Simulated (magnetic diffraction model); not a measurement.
## Solving a magnetic structure from powder neutron data: CsErPd

Space group P-62m (no. 189), a = 9.4290 Å, c = 4.5950 Å.

```csv
site,atom,x,y,z
3g,Er,0,0.5811,1/2
3f,Cs,0,0.2511,0
1b,Pd,0,0,1/2
2c,Pd,2/3,1/3,0
```

This is a made-up structure (elements placed in a structure type, unrelaxed), so the numbers test the method and describe no known phase.

Only Er is taken to order (form factors of Er3+); orders and moment sizes are assumed, and not adapted to the symmetry. Radiation: neutrons of λ = 4.2 Å, 3° to 100°; isotropic B of 0.32 Å² (Er), 0.27 Å² (Cs) and 0.4 Å² (Pd). The intensities are simulated: I ∝ L Σ (|F_N|² + |F_M⊥|²) for unpolarised neutrons, with F_M = 2.695 fm/μB × Σ f(s) S exp(2πi Q·r) exp(−B s²) at Q = H ± k (one set where k and −k are equivalent), only the part normal to Q counting and L = 1/(sin²θ cos θ). For collinear order S is the moment m, which repeats by lattice and centring translations R with the sign exp(−2πi k·R). Form factors are spin-only for 3d ions and dipole or tabulated for f ions, scattering lengths are Sears's of 1992, and absorption is left out. A label names one of the reflections at its angle. The strongest nuclear line in the range is 100, and lines under 0.2 are left out.

Above the ordering temperature:

```
2θ (°)    index      I
 52.90  (1 1 0)    1.6
 61.91  (2 0 0)    7.7
 79.31  (1 1 1)   73.0
 85.75  (2 1 0)   48.6
 86.95  (2 0 1)  100.0
```

Below it (cell unchanged):

```csv
2θ (°),I
30.40,17.1
37.22,23.2
48.39,116.1
52.90,1.6
53.28,1.2
61.91,7.7
62.25,16.3
74.50,7.0
78.40,30.6
79.31,73.0
85.75,48.6
86.05,38.6
86.95,100.0
88.45,0.4
89.84,34.9
92.24,1.0
97.44,11.6
99.87,11.2
```

**Question.** Check that the new lines index with k = (0 1/2 1/2), then choose among these models:
A. collinear moments along [001], 5.3 μB on Er; signs + at (0, 0.5811, 1/2), − at (0.4189, 0.4189, 1/2), − at (0.5811, 0, 1/2)
B. collinear moments along [100], 5.3 μB on Er; signs + at (0, 0.5811, 1/2), − at (0.4189, 0.4189, 1/2), − at (0.5811, 0, 1/2)
C. collinear moments along [100], 5.3 μB on Er; signs + at (0, 0.5811, 1/2), + at (0.4189, 0.4189, 1/2), + at (0.5811, 0, 1/2)
D. collinear moments along [001], 5.3 μB on Er; signs + at (0, 0.5811, 1/2), + at (0.4189, 0.4189, 1/2), + at (0.5811, 0, 1/2)

The new lines index as (0 1/2 1/2) at 30.40°, (1 -1/2 1/2) at 37.22°, (1 1/2 1/2) at 48.39° and (0 3/2 1/2) at 53.28°, that is as H ± k with k = (0 1/2 1/2), one of 3 inequivalent arms of its star (k and −k counted as one), which a powder can't tell apart. Half indices mean that the moments reverse under translations with k·R a half-integer, and the magnetic cell has twice the primitive volume.

Magnetic intensity, observed (below minus above) and for each model:

| 2θ (°) | index | observed | A | B | C | D |
| --- | --- | --- | --- | --- | --- | --- |
| 30.40 | (0 1/2 1/2) | 17.1 | 17.1 | 71.3 | 149.6 | 36.0 |
| 48.39 | (1 1/2 1/2) | 116.1 | 116.1 | 118.7 | 35.9 | 35.1 |
| 53.28 | (0 3/2 1/2) | 1.2 | 1.2 | 1.6 | 33.8 | 25.0 |
| 62.25 | (2 -1/2 1/2) | 16.3 | 16.3 | 5.2 | 20.4 | 63.7 |
| 74.50 | (1 3/2 1/2) | 7.0 | 7.0 | 7.0 | 42.2 | 41.9 |
| 86.05 | (0 5/2 1/2) | 38.6 | 38.6 | 43.5 | 6.9 | 6.1 |
| 89.84 | (3 -3/2 1/2) | 34.9 | 34.9 | 4.1 | 0.5 | 4.4 |
| 99.87 | (1 1/2 3/2) | 11.2 | 11.2 | 52.0 | 15.7 | 3.4 |

Model A matches.

The structure used: k = (0 1/2 1/2), collinear moments along [001], 5.3 μB on Er; signs + at (0, 0.5811, 1/2), − at (0.4189, 0.4189, 1/2), − at (0.5811, 0, 1/2).

[Logs are printed without paths, hosts, clocks, repeated set-up lines and the standing remarks that a program may print on its own settings, such as how far it seeks lower states.]
